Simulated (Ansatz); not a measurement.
# Work function of Mg(0001): what the settings cost and change, part 2 of 2

How far do cutoff, k-mesh and smearing move the work function of Mg(0001)?

Ansatz 0.2.0; plane-wave DFT, PBE, Ansatz PAW.

So far. Step 7 (Slab): The work function is 3.764 eV, +0.075 eV from the run “cutoff 420 eV”, at 0.20 times its CPU time. Step 8 (Run): The work function is 3.674 eV, -0.016 eV from the run “cutoff 420 eV”, at 0.53 times its CPU time.

## Step 9: Run

input.yaml

```yaml
crystal:
  lattice:
    - [3.21, 0.0, 0.0]
    - [1.605, 2.7799415461, 0.0]
    - [0.0, 0.0, 33.63912]
  atoms:
    - { symbol: Mg, position: [0.0, 0.0, 0.2675456433] }
    - { symbol: Mg, position: [0.6666666667, 0.6666666667, 0.3450304289] }
    - { symbol: Mg, position: [0.0, 0.0, 0.4225152144] }
    - { symbol: Mg, position: [0.6666666667, 0.6666666667, 0.5] }
    - { symbol: Mg, position: [0.0, 0.0, 0.5774847856] }
    - { symbol: Mg, position: [0.6666666667, 0.6666666667, 0.6549695711] }
    - { symbol: Mg, position: [0.0, 0.0, 0.7324543567] }
kpoints:
  mp_grid: { grid: [22, 22, 1] }
hamiltonian:
  xc: pbe
scf:
  occupations: { method: fermi_dirac, width: 0.1 }
  convergence: { dr2_threshold: 1.0e-09 }
efield:
  axis: 3
  dipole_correction: true
  ramp_position: 0.97
  ramp_width: 0.06
output:
  write_potential: true
  write_density: true
  volumetric_format: npy
```

Started as:

```sh
$ ansatz run input.yaml --threads 2 --pin off --max-ram 3072MiB --backend cpu --events-out ev --progress --plain --runs-dir out
```

Numbers of over 12 decimals in the logs are rounded to 6 here.

Output:

```text
[...]
Crystal: 7 atoms, lattice volume = 300.182 Å³
Basis set: ecut = 420 eV, 5969 PW (Γ)
Bands: 42, of which v1, the nominal top of the filled ones, is band 35 counted from 1 (34 counted from 0)
Symmetry: 6 space group operations
k-points: 52 of 484 (time reversal used)
[...]
k-point 1: bands = [... 31 lower, -3.9237, -3.0770, -2.0598, -0.8655, 0.1663, 1.6625, 3.0042, 4.1281, ... 3 higher]
  k-point 2: bands = [... 31 lower, -3.8041, -2.9583, -1.9420, -0.7481, 0.2783, 1.7756, 3.1163, 4.2418, ... 3 higher]
  k-point 51: bands = [... 31 lower, 1.1407, 1.1511, 1.3478, 1.4077, 1.6223, 1.6888, 1.8725, 2.3151, ... 3 higher]
[key lines of the parts left out:]
SCF converged after 7 iterations
Free energy (F): -13466.058363 eV
Fermi energy:    1.369447 eV
Dipole field:    D = -0.000000 V/Å  (p = -0.000001 e·Å, saw-weighted, corrected)
Work function:   Φ+ = 3.6833 eV   Φ− = 3.6832 eV
```

Elapsed: 70 s, on 2 threads of Arm Neoverse N1, shared host; peak memory 0.89 GiB.

The work function is 3.683 eV, -0.006 eV from the run “cutoff 420 eV”, at 1.9 times its CPU time.

## Step 10: Slab

input.yaml: that of step 9 with these lines changed.

```diff
@@ -14,3 +14,3 @@
 kpoints:
-  mp_grid: { grid: [22, 22, 1] }
+  mp_grid: { grid: [15, 15, 1] }
 hamiltonian:
@@ -18,3 +18,3 @@
 scf:
-  occupations: { method: fermi_dirac, width: 0.1 }
+  occupations: { method: gaussian, width: 0.05 }
   convergence: { dr2_threshold: 1.0e-09 }
```

Output:

```text
[...]
Crystal: 7 atoms, lattice volume = 300.182 Å³
Basis set: ecut = 420 eV, 5969 PW (Γ)
Bands: 42, of which v1, the nominal top of the filled ones, is band 35 counted from 1 (34 counted from 0)
Symmetry: 6 space group operations
k-points: 27 of 225 (time reversal used)
[...]
k-point 1: bands = [... 31 lower, -3.8785, -3.0330, -2.0149, -0.8205, 0.2086, 1.7053, 3.0475, 4.1717, ... 3 higher]
  k-point 2: bands = [... 31 lower, -3.6216, -2.7780, -1.7620, -0.5684, 0.4496, 1.9477, 3.2873, 4.4145, ... 3 higher]
  k-point 26: bands = [... 31 lower, 1.1017, 1.1359, 1.1595, 1.3865, 1.5565, 1.6503, 1.8150, 2.1734, ... 3 higher]
[key lines of the parts left out:]
SCF converged after 8 iterations
Free energy (F): -13466.010799 eV
Fermi energy:    1.374627 eV
Dipole field:    D = -0.000004 V/Å  (p = -0.000006 e·Å, saw-weighted, corrected)
Work function:   Φ+ = 3.6786 eV   Φ− = 3.6785 eV
```

The job ended after 40 s (2 threads; peak memory 0.64 GiB; 64 s of CPU time).

The work function is 3.679 eV, -0.011 eV from the run “cutoff 420 eV”, at 1.0 times its CPU time.

## Step 11: Slab

input.yaml: that of step 10 with these lines changed.

```diff
@@ -18,3 +18,3 @@
 scf:
-  occupations: { method: gaussian, width: 0.05 }
+  occupations: { method: methfessel_paxton, width: 0.2 }
   convergence: { dr2_threshold: 1.0e-09 }
```

Output:

```text
[...]
Crystal: 7 atoms, lattice volume = 300.182 Å³
Basis set: ecut = 420 eV, 5969 PW (Γ)
Bands: 42, of which v1, the nominal top of the filled ones, is band 35 counted from 1 (34 counted from 0)
Symmetry: 6 space group operations
k-points: 27 of 225 (time reversal used)
[...]
k-point 1: bands = [... 31 lower, -3.8764, -3.0308, -2.0135, -0.8199, 0.2097, 1.7066, 3.0479, 4.1714, ... 3 higher]
  k-point 2: bands = [... 31 lower, -3.6196, -2.7758, -1.7606, -0.5679, 0.4507, 1.9490, 3.2877, 4.4142, ... 3 higher]
  k-point 26: bands = [... 31 lower, 1.0996, 1.1352, 1.1610, 1.3895, 1.5587, 1.6510, 1.8163, 2.1754, ... 3 higher]
[key lines of the parts left out:]
SCF converged after 7 iterations
Free energy (F): -13466.007984 eV
Fermi energy:    1.365553 eV
Dipole field:    D = 0.000001 V/Å  (p = 0.000001 e·Å, saw-weighted, corrected)
Work function:   Φ+ = 3.6854 eV   Φ− = 3.6854 eV
```

Elapsed: 37 s, on 2 threads; peak memory 0.64 GiB.

The work function is 3.685 eV, -0.004 eV from the run “cutoff 420 eV”, at 0.95 times its CPU time.

## Step 12: Run

input.yaml: that of step 11 with these lines changed.

```diff
@@ -18,3 +18,3 @@
 scf:
-  occupations: { method: methfessel_paxton, width: 0.2 }
+  occupations: { method: fermi_dirac, width: 0.3 }
   convergence: { dr2_threshold: 1.0e-09 }
```

Output:

```text
band count auto-derived: 49 (N_el = 70.0; filled up to band 35; 42 by the electrons, moments and atoms)
[...]
Crystal: 7 atoms, lattice volume = 300.182 Å³
Basis set: ecut = 420 eV, 5969 PW (Γ)
Bands: 49, of which v1, the nominal top of the filled ones, is band 35 counted from 1 (34 counted from 0)
Symmetry: 6 space group operations
[...]
k-point 1: bands = [... 31 lower, -3.8947, -3.0479, -2.0313, -0.8365, 0.1943, 1.6915, 3.0347, 4.1643, ... 10 higher]
  k-point 2: bands = [... 31 lower, -3.6378, -2.7929, -1.7784, -0.5845, 0.4352, 1.9339, 3.2743, 4.4070, ... 10 higher]
  k-point 26: bands = [... 31 lower, 1.0712, 1.1101, 1.1352, 1.3759, 1.5468, 1.6375, 1.7997, 2.1576, ... 10 higher]
[key lines of the parts left out:]
SCF converged after 7 iterations
Free energy (F): -13466.466411 eV
Fermi energy:    1.338210 eV
Dipole field:    D = -0.000000 V/Å  (p = -0.000000 e·Å, saw-weighted, corrected)
Work function:   Φ+ = 3.7388 eV   Φ− = 3.7388 eV
```

Run time: 47 s. Hardware: 2 threads; peak memory 0.7 GiB; 74 s of CPU time.

The work function is 3.739 eV, +0.049 eV from the run “cutoff 420 eV”, at 1.2 times its CPU time.

## Step 13: Run

input.yaml: that of step 12 with these lines changed.

```diff
@@ -18,3 +18,3 @@
 scf:
-  occupations: { method: fermi_dirac, width: 0.3 }
+  occupations: { method: cold, width: 0.1 }
   convergence: { dr2_threshold: 1.0e-09 }
```

Output:

```text
[...]
Crystal: 7 atoms, lattice volume = 300.182 Å³
Basis set: ecut = 420 eV, 5969 PW (Γ)
Bands: 42, of which v1, the nominal top of the filled ones, is band 35 counted from 1 (34 counted from 0)
Symmetry: 6 space group operations
k-points: 27 of 225 (time reversal used)
[...]
k-point 1: bands = [... 31 lower, -3.8761, -3.0306, -2.0131, -0.8196, 0.2100, 1.7067, 3.0480, 4.1710, ... 3 higher]
  k-point 2: bands = [... 31 lower, -3.6192, -2.7756, -1.7602, -0.5676, 0.4509, 1.9491, 3.2878, 4.4138, ... 3 higher]
  k-point 26: bands = [... 31 lower, 1.1021, 1.1371, 1.1620, 1.3895, 1.5590, 1.6518, 1.8169, 2.1758, ... 3 higher]
[key lines of the parts left out:]
SCF converged after 9 iterations
Free energy (F): -13466.009704 eV
Fermi energy:    1.373778 eV
Dipole field:    D = 0.000003 V/Å  (p = 0.000005 e·Å, saw-weighted, corrected)
Work function:   Φ+ = 3.6767 eV   Φ− = 3.6768 eV
```

Elapsed: 40 s, on 2 threads; peak memory 0.65 GiB.

The work function is 3.677 eV, -0.013 eV from the run “cutoff 420 eV”, at 1.0 times its CPU time.

## Step 14: Side by side

Times are for 2 threads of Arm Neoverse N1, shared host. The series side by side:

```csv
no.,setting,"work function, upper face (eV)",time,memory (GiB)
1,cutoff 200 eV,3.778,18 s,0.36
2,cutoff 300 eV,3.691,25 s,0.47
3,cutoff 420 eV,3.689,39 s,0.64
4,cutoff 600 eV,3.689,67 s,0.94
5,mesh 3x3,3.714,7 s,0.42
6,mesh 5x5,3.764,11 s,0.44
7,mesh 10x10,3.674,23 s,0.51
8,mesh 22x22,3.683,70 s,0.89
9,Gaussian smearing 0.05 eV,3.679,40 s,0.64
10,methfessel_paxton smearing 0.2 eV,3.685,37 s,0.64
11,fermi_dirac smearing 0.3 eV,3.739,47 s,0.7
12,cold smearing 0.1 eV,3.677,40 s,0.65
```

## Step 15: A changed input

An input spoilt on purpose, to show how the run answers: it repeats the earlier run “cutoff 200 eV” with efield.axis from 3 to 0, and scf.max_iter set to 80; its output block differs too.

input.yaml: that of step 13 with these lines changed.

```diff
@@ -18,6 +18,7 @@
 scf:
-  occupations: { method: cold, width: 0.1 }
+  occupations: { method: fermi_dirac, width: 0.1 }
   convergence: { dr2_threshold: 1.0e-09 }
+  max_iter: 80
 efield:
-  axis: 3
+  axis: 0
   dipole_correction: true
@@ -25,2 +26,4 @@
   ramp_width: 0.06
+basis:
+  ecutwfc: "200 eV"
 output:
```

Output:

```text
Error: invalid value for `efield.axis`: must be in [1, 3]; got 0
```

Elapsed: 0.02 s, on 2 threads; peak memory 0.06 GiB.

The program refused the input before any cycle.

The program's message: “Error: invalid value for `efield.axis`: must be in [1, 3]; got 0”

The fault put into the input: an axis of 0, outside the range 1 to 3.

## Step 16: Summary of results

* work function, cutoff 200 eV: 3.778 eV
* work function, cutoff 420 eV: 3.689 eV
* work function, cutoff 600 eV: 3.689 eV
* work function, mesh 10x10: 3.674 eV

What this shows: The run at the highest cutoff gives 3.69 eV, and the settings tried spread the value from 3.67 to 3.78 eV. Against 600 eV, a cutoff of 200 eV is off by +0.089 eV. Against 600 eV, a cutoff of 420 eV is off by +0.000 eV. Against the finest mesh, 22 points along a, the coarser ones are off by +0.03 (3), +0.08 (5) and -0.01 (10) eV. The smearing schemes and widths spread it over 0.06 eV. The ladder's slabs use the tabulated experimental lattice constant (two decimals; a low-temperature value for the alkali metals). In 1 run of the series (cutoff 200 eV) the program warns that electrons reach the sawtooth's ramp, which makes dipole and work function less sure.

[Logs are printed without paths, hosts, clocks, repeated set-up lines and the standing remarks that a program may print on its own settings, such as how far it seeks lower states.]

[Hosts, paths, dates, database ids (printed as entryN), source tags and the programs' standing remarks are cut or masked in the printed files.]

[Maps of the electrostatic potential energy from Ansatz leave out the sawtooth potential of an applied field or a dipole correction, so their vacuum need not be flat; planar profiles and work functions include it.]
